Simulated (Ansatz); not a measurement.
# Mg on Mo(100): change of the work function, part 2 of 2

Wanted: Δφ(θ) for Mg/Mo(100), starting from the hollow site.

Ansatz 0.2.0; plane-wave DFT, PBE, Ansatz PAW.

So far, work function, upper face (eV): step 2 (the clean slab) 3.83; step 3 (37 atoms, coverage 0.111 ML, cell 3x3) 3.77; step 4 (17 atoms, coverage 0.25 ML, cell 2x2) 3.64.

## 5. The covered slab, k-mesh 6×6×1, coverage 0.5 ML (continued)

Relaxation path:

| step | energy less that of the first step (eV) | largest force component (eV/Å) |
| --- | --- | --- |
| 1 | 0.0000 | 0.6079 |
| 2 | -0.1234 | 0.2419 |
| 3 | -0.1535 | 0.1264 |
| 4 | -0.1578 | 0.0084 |

The run keeps the 16 symmetry operations that it works with, so distortions that break them were not tested.

The atoms that moved most (Å):

| atom | dx | dy | dz | length |
| --- | --- | --- | --- | --- |
| Mg18 | 0.000 | 0.000 | -0.184 | 0.184 |
| Mg17 | 0.000 | 0.000 | -0.184 | 0.184 |
| Mo4 | 0.000 | 0.000 | 0.023 | 0.023 |
| Mo8 | 0.000 | 0.000 | 0.023 | 0.023 |
| Mo16 | 0.000 | 0.000 | 0.023 | 0.023 |
| Mo12 | 0.000 | 0.000 | 0.023 | 0.023 |
| Mo3 | 0.000 | 0.000 | -0.021 | 0.021 |
| Mo15 | 0.000 | 0.000 | -0.021 | 0.021 |

Final coordinates:

```
Mo Mg
1.0
     6.30000    0.00000    0.00000
     0.00000    6.30000    0.00000
     0.00000    0.00000   24.66553
Mo Mg
16 2
Cartesian
  1.5750 1.5750 9.0000
  0.0000 0.0000 10.5750
  1.5750 1.5750 12.1958
  0.0000 0.0000 13.6218
  1.5750 4.7250 9.0000
  0.0000 3.1500 10.5750
  1.5750 4.7250 12.2068
  0.0000 3.1500 13.6218
  4.7250 1.5750 9.0000
  3.1500 0.0000 10.5750
  4.7250 1.5750 12.2068
  3.1500 0.0000 13.6218
  4.7250 4.7250 9.0000
  3.1500 3.1500 10.5750
  4.7250 4.7250 12.1958
  3.1500 3.1500 13.6218
  1.5750 1.5750 15.4813
  4.7250 4.7250 15.4813
```

The density of states has structure finer than the step of the table below, so its rows give means over 0.5 eV, whole bins alone (the curve runs from -8 to 1.86 eV). Peaks (eV: height): -3.04: 51.1, -2.56: 45.6, -2.32: 46.3, -0.60: 47.5, -0.36: 48.2, -0.18: 44.4, 1.44: 45.1.

The density of states by energy, zero at the Fermi level; means over each step:

energy (eV), density of states (states/eV a cell) and a bar:
```
     -6.5        0.0 
     -6.0        1.0 #
     -5.5        1.5 ##
     -5.0        2.0 ##
     -4.5        9.9 ##########
     -4.0       18.9 ###################
     -3.5       16.6 #################
     -3.0       26.4 ###########################
     -2.5       24.2 #########################
     -2.0       23.5 ########################
     -1.5       14.7 ###############
     -1.0       18.3 ###################
     -0.5       29.4 ##############################
      0.0       24.3 #########################
      0.5       12.1 ############
      1.0       21.4 ######################
      1.5       24.3 #########################
```

The relaxation took 4 steps and lowered the energy by 0.16 eV; the largest force on the free atoms ends at 0.0084 eV/Å.

The covered face has 3.32 eV, -0.51 eV against the clean one; the bare back face has moved by +0.00 eV, a measure of how thin the slab is.

## 6. Adsorbate added, k-mesh 12×12×1, coverage 1 ML

System of this step: Mg/Mo(100). The cell holds 5 atoms: 4 Mo and 1 Mg. Cell: a = 3.150 Å, b = 3.150 Å, c = 24.666 Å, α = 90.0°, β = 90.0°, γ = 90.0°. Vacuum lies along c.

input.yaml

```yaml
crystal:
  lattice:
    - [3.15, 0.0, 0.0]
    - [0.0, 3.15, 0.0]
    - [0.0, 0.0, 24.6655322503]
  atoms:
    - { symbol: Mo, position: [0.5, 0.5, 0.3648816457] }
    - { symbol: Mo, position: [0.0, 0.0, 0.4287359337] }
    - { symbol: Mo, position: [0.5, 0.5, 0.495305421] }
    - { symbol: Mo, position: [0.0, 0.0, 0.5513295289] }
    - { symbol: Mg, position: [0.5, 0.5, 0.6351183543] }
kpoints:
  mp_grid: { grid: [12, 12, 1] }
hamiltonian:
  xc: pbe
scf:
  occupations: { method: fermi_dirac, width: 0.1 }
  convergence: { dr2_threshold: 1.0e-08 }
efield:
  axis: 3
  dipole_correction: true
  ramp_position: 0.97
  ramp_width: 0.06
relax:
  f_tol: 0.02
  max_steps: 60
  constraints: [{ sites: [0, 1] }]
output:
  write_potential: true
  write_density: true
  volumetric_format: npy
```

Launch:

```bash
ansatz run input.yaml --threads 4 --pin off --max-ram 16384MiB --backend cpu --events-out ev --progress --plain --runs-dir out
```

The job ended after 28 s (4 threads of Arm Neoverse V1, shared host; peak memory 0.63 GiB; 1.8 min of CPU time).

Relaxation path:

| step | energy less that of the first step (eV) | largest force component (eV/Å) |
| --- | --- | --- |
| 1 | 0.0000 | 1.2866 |
| 2 | -0.1096 | 0.7004 |
| 3 | -0.1262 | 0.1835 |
| 4 | -0.1293 | 0.0206 |
| 5 | -0.1293 | 0.0019 |

Forces are held to the 8 operations that the run works with; a distortion that breaks them can't arise in this run.

The atoms that moved most (Å):

| atom | dx | dy | dz | length |
| --- | --- | --- | --- | --- |
| Mg5 | 0.000 | 0.000 | -0.218 | 0.218 |
| Mo4 | 0.000 | 0.000 | 0.044 | 0.044 |
| Mo3 | 0.000 | 0.000 | -0.033 | 0.033 |

The relaxed structure:

```xyz
5
Lattice="3.1500 0.0000 0.0000 0.0000 3.1500 0.0000 0.0000 0.0000 24.6655" Properties=species:S:1:pos:R:3
Mo    1.5750    1.5750    9.0000
Mo    0.0000    0.0000   10.5750
Mo    1.5750    1.5750   12.1840
Mo    0.0000    0.0000   13.6433
Mg    1.5750    1.5750   15.4471
```

The relaxation took 5 steps and lowered the energy by 0.13 eV; the largest force on the free atoms ends at 0.0019 eV/Å.

The covered face has 3.15 eV, -0.68 eV against the clean one; the bare back face has moved by -0.00 eV, a measure of how thin the slab is.

## 7. Work function against coverage

This step: plane-wave DFT, PBE, Ansatz PAW; work function against coverage (Ansatz 0.2.0).

The runs are now put side by side.

This step gave:

| Quantity | Value |
| --- | --- |
| work function of the clean face | 3.830 eV |
| largest change of the work function | -0.6808 eV |

Work function of the covered face against coverage:

| coverage (adsorbates/nm²) | work function of the covered face (eV) |
| --- | --- |
| 0.00 | 3.83 |
| 1.12 | 3.77 |
| 2.52 | 3.64 |
| 5.04 | 3.32 |
| 10.08 | 3.15 |

The dipole per adsorbate comes from the change of the cell's dipole. Coverage, by row:

| coverage (1/nm²) | coverage (ML) | work function (eV) | change (eV) | dipole per adsorbate, positive end outwards (debye) | mean height of the added atoms over the highest substrate atom (Å) |
| --- | --- | --- | --- | --- | --- |
| 1.12 | 0.1111 | 3.768 | -0.06281 | 0.157 | 1.773 |
| 2.52 | 0.25 | 3.644 | -0.186 | 0.206 | 1.744 |
| 5.039 | 0.5 | 3.32 | -0.5099 | 0.27 | 1.86 |
| 10.08 | 1 | 3.15 | -0.6808 | 0.179 | 1.804 |

## 8. Summary of results

* work function of the clean face: 3.83 eV
* work function at 0.11 ML: 3.77 eV
* work function at 0.25 ML: 3.64 eV
* work function at 0.5 ML: 3.32 eV
* work function at 1 ML: 3.15 eV
* dipole per adsorbate at 0.11 ML, positive end outwards: 0.16 D

At the lowest coverage Mg changes the work function of Mo(100) by under 0.15 eV, within the error of so thin a slab; the largest change, -0.68 eV, comes at higher coverage. The slab has 4 layers, at the tabulated experimental lattice constant, one starting site was run, and quantum-size effects of a slab this thin can reach one or two tenths of an eV.

[Logs are printed without paths, hosts, clocks, repeated set-up lines and the standing remarks that a program may print on its own settings, such as how far it seeks lower states.]

[Hosts, paths, dates, database ids (printed as entryN), source tags and the programs' standing remarks are cut or masked in the printed files.]

[Maps of the electrostatic potential energy from Ansatz leave out the sawtooth potential of an applied field or a dipole correction, so their vacuum need not be flat; planar profiles and work functions include it.]

[The density of states shown here was stored with 400 of the rows of the run's finer table, so its peaks can read low, often by over a quarter, or be missed, and its means over a window can be off by a tenth or more.]
